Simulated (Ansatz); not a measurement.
# Bands, cutoff and cost in G0W0 for Si3N4 (Fd-3m), part 2 of 2

Wanted: a G0W0 gap for Si3N4 (Fd-3m) that is converged in bands and cutoff, or an estimate of the limit.

Ansatz 0.2.0; G0W0 on PBE, plane waves, PAW. Known limits of the many-body steps: not at the basis limit; coarse k mesh.

So far. Step 4 (542 empty bands, screening to 160 eV): Against the run with 4×4×4 mesh, 252 empty bands, screening to 96 eV, the gap moves by +0.20 eV. Step 5 (Changing the k mesh: 2×2×2 mesh, 252 empty bands …): Against the run with 4×4×4 mesh, 252 empty bands, screening to 96 eV, the gap moves by −0.09 eV, while the start moved by −0.04 eV. A band edge is found at another k point on this mesh.

## Step 6: Changing the frequency model: 4×4×4 mesh, 252 empty bands, screening to 96 eV, plasmon pole

A plasmon pole stands in for the full frequency dependence of the screening; this run shows what that costs in accuracy.

input.yaml reads:

```yaml
crystal:
  lattice:
    - [0.0, 3.893718, 3.893718]
    - [3.893718, 0.0, 3.893718]
    - [3.893718, 3.893718, 0.0]
  atoms:
    - { symbol: Si, position: [0.125, 0.125, 0.625] }
    - { symbol: Si, position: [0.125, 0.625, 0.125] }
    - { symbol: Si, position: [0.625, 0.125, 0.125] }
    - { symbol: Si, position: [0.125, 0.125, 0.125] }
    - { symbol: Si, position: [0.75, 0.75, 0.75] }
    - { symbol: Si, position: [0.5, 0.5, 0.5] }
    - { symbol: "N", position: [0.367563, 0.367563, 0.367563] }
    - { symbol: "N", position: [0.352689, 0.882437, 0.882437] }
    - { symbol: "N", position: [0.882437, 0.882437, 0.352689] }
    - { symbol: "N", position: [0.882437, 0.352689, 0.882437] }
    - { symbol: "N", position: [0.367563, 0.367563, 0.897311] }
    - { symbol: "N", position: [0.367563, 0.897311, 0.367563] }
    - { symbol: "N", position: [0.882437, 0.882437, 0.882437] }
    - { symbol: "N", position: [0.897311, 0.367563, 0.367563] }
kpoints:
  mp_grid: { grid: [4, 4, 4] }
hamiltonian:
  xc: pbe
scf:
  occupations: { method: fixed }
gw:
  n_empty_bands: 252
  ecut_chi: 96
  qp_bands: [v4, c4]
  qp_kpoints: band_edges
  screening: { model: godby_needs }
```

Command:

```sh
ansatz run input.yaml --threads 24 --pin off --max-ram 82944MiB --backend cuda --events-out ev --progress --plain --runs-dir out --devices 1 --max-vram 78GiB
```

Numbers of over 12 decimals in the logs are rounded to 6 here.

What it wrote:

```text
GPUs: using 1 of 1 available (devices: 1).
[...]
Crystal: 14 atoms, lattice volume = 118.066 Å³
Basis set: ecut = 420 eV, 2277 PW (Γ)
Bands: 46, of which v1, the nominal top of the filled ones, is band 32 counted from 1 (31 counted from 0)
Symmetry: 48 space group operations
[...]
k-points: 8 of 64
[...]
1    35     15.3235    -8.5549    -4.2226   -13.5674  0.8383    16.1158    16.1134  root
[...]
7    33     17.6238    -8.0740    -4.6331   -13.6366  0.8299    18.5573    18.5533  root
     7    34     17.6238    -8.0740    -4.6331   -13.6366  0.8299    18.5573    18.5533  root
     7    35     18.1337    -8.3441    -4.8176   -14.2085  0.8273    19.1857    19.1805  root
     7    36     18.1337    -8.3441    -4.8176   -14.2085  0.8273    19.1857    19.1805  root
[key lines of the parts left out:]
SCF converged after 6 iterations
Free energy (F): -6899.797638 eV
Fermi energy:    10.952125 eV
```

Wall time 3.2 s (1 × NVIDIA GB200 (shared by 2 runs) with 24 threads of Arm Neoverse V2, shared host); peak memory 1.7 GiB; 21 s of CPU time.

This step gave:

```yaml
bands_summed: 284
plasmon_pole_fit_frequency: 27.34 eV
rpa_eps_infinity_on_this_mesh_eigenvalues: 5.138, 5.138, 5.138
plane_waves_in_the_screening_matrix: 259
g0w0_gap_on_the_mesh: 4.490 eV
k_of_the_valence_top: 0, 0.25, -0.25
k_of_the_conduction_bottom: 0, 0, 0
starting_gap_on_the_mesh: 3.372 eV
least_direct_g0w0_gap_on_the_computed_points: 4.511 eV
```

Against the run with 4×4×4 mesh, 252 empty bands, screening to 96 eV, the gap moves by −0.03 eV.

## Step 7: Changing the files: 4×4×4 mesh, 252 empty bands, screening to 96 eV, hard PAW files

Other atomic data (hard PAW) test the pseudisation: the cutoff goes from 420 to 870 eV, with the same valence electrons.

input.yaml: that of step 6 with these lines changed.

```diff
@@ -24,2 +24,3 @@
   xc: pbe
+  pseudopotentials: { kind: paw, source: ansatz }
 scf:
@@ -31,2 +32,2 @@
   qp_kpoints: band_edges
-  screening: { model: godby_needs }
+  screening: { model: contour_deformation }
```

What it wrote:

```text
GPUs: using 1 of 1 available (devices: 1).
[...]
Crystal: 14 atoms, lattice volume = 118.066 Å³
Basis set: ecut = 870 eV, 6855 PW (Γ)
Bands: 46, of which v1, the nominal top of the filled ones, is band 32 counted from 1 (31 counted from 0)
Symmetry: 48 space group operations
[...]
k-points: 8 of 64
[...]
1    35     15.3166    -8.5051    -4.2499   -13.5568  0.8329    16.1219    16.1184  root
[...]
7    33     17.6241    -7.9804    -4.6895   -13.6064  0.8199    18.5673    18.5606  root
     7    34     17.6241    -7.9804    -4.6895   -13.6064  0.8199    18.5673    18.5606  root
     7    35     18.1346    -8.2492    -4.8782   -14.1788  0.8165    19.1949    19.1860  root
     7    36     18.1346    -8.2492    -4.8782   -14.1788  0.8165    19.1949    19.1860  root
[key lines of the parts left out:]
SCF converged after 8 iterations
Free energy (F): -6899.269894 eV
Fermi energy:    10.957009 eV
```

It took 4.8 s on 1 × NVIDIA GB200 (shared by 2 runs) with 24 threads; peak memory 1.6 GiB; 14 s of CPU time.

This step gave:

```yaml
bands_summed: 284
rpa_eps_infinity_on_this_mesh_eigenvalues: 5.139, 5.139, 5.139
plane_waves_in_the_screening_matrix: 259
g0w0_gap_on_the_mesh: 4.511 eV
k_of_the_valence_top: 0, 0.25, -0.25
k_of_the_conduction_bottom: 0, 0, 0
starting_gap_on_the_mesh: 3.359 eV
least_direct_g0w0_gap_on_the_computed_points: 4.552 eV
```

Against the run with 4×4×4 mesh, 252 empty bands, screening to 96 eV, the gap moves by −0.009 eV.

## Step 8: The runs together

Times are wall times on 1 × NVIDIA GB200 (shared by 2 runs) with 24 threads of Arm Neoverse V2, shared host, good to a factor of about two.

```csv
mesh,files,frequency,bands summed,cutoff (eV),start (eV),G0W0 (eV),time,host memory (GiB)
4×4×4,default PAW,contour deformation,121,48,3.372,4.341,1.8 s,1.2
4×4×4,default PAW,contour deformation,284,96,3.372,4.520,2.5 s,1.3
4×4×4,default PAW,contour deformation,574,160,3.372,4.716,6.4 s,2.0
2×2×2,default PAW,contour deformation,284,96,3.334,4.432,1.5 s,1.2
4×4×4,default PAW,plasmon pole,284,96,3.372,4.490,3.2 s,1.7
4×4×4,hard PAW,contour deformation,284,96,3.359,4.511,4.8 s,1.6
```

How the two edges are built up, in eV (the quasiparticle level is the starting level plus Σx plus Σc less Vxc):

```csv
run,edge,start,Σx,Σc,Vxc,Z,QP
121 bands,valence top,10.95,-22.34,3.89,-18.55,0.81,11.05
121 bands,conduction bottom,14.32,-8.56,-3.74,-13.37,0.84,15.39
284 bands,valence top,10.95,-22.34,3.36,-18.55,0.80,10.52
284 bands,conduction bottom,14.32,-8.56,-4.09,-13.37,0.84,15.04
574 bands,valence top,10.95,-22.34,3.00,-18.55,0.80,10.16
574 bands,conduction bottom,14.32,-8.56,-4.26,-13.37,0.84,14.87
```

## Step 9: Outcome

```json
{"121 bands, 48 eV": "4.341 eV", "284 bands, 96 eV": "4.520 eV", "574 bands, 160 eV": "4.716 eV", "estimated limit in bands and cutoff": "4.91 eV", "mesh and start": "4×4×4, PBE"}
```

**Reading.** A line in one over the bands through the two highest rungs gives 4.91 eV, +0.19 eV from the top rung; the pair below gives 4.65 eV, so the estimate is still climbing. The rungs stand 0.57 eV (121 bands), 0.39 eV (284 bands) and 0.19 eV (574 bands) from it. From 121 to 574 bands the gap moves by +0.37 eV while the time grows 3.6-fold. Σc changes by −0.89 eV at the valence top and −0.52 eV at the conduction bottom, so the levels themselves move more than the gap between them. On the 2×2×2 mesh in place of 4×4×4 the gap differs by −0.09 eV, of which −0.04 eV is already in the start. The plasmon-pole model gives −0.03 eV against contour deformation, 3 % of the correction, and saved no time in this program. Hard PAW files move the gap by −0.01 eV at equal bands and cutoff, −0.01 eV of it in the start.

[Paths, hosts, dates, memory and timing lines, banners, echoed tables and standing remarks are left out of the program output.]

[Logs are printed without paths, hosts, clocks, repeated set-up lines and the standing remarks that a program may print on its own settings, such as how far it seeks lower states.]

[Runs of the session that timed out or met a known fault of the program may be left out.]

[Cells called generated may have been cut or substituted from an entry of the Crystallography Open Database or the Materials Project.]

[Hosts, paths, dates, database ids (printed as entryN), source tags and the programs' standing remarks are cut or masked in the printed files.]
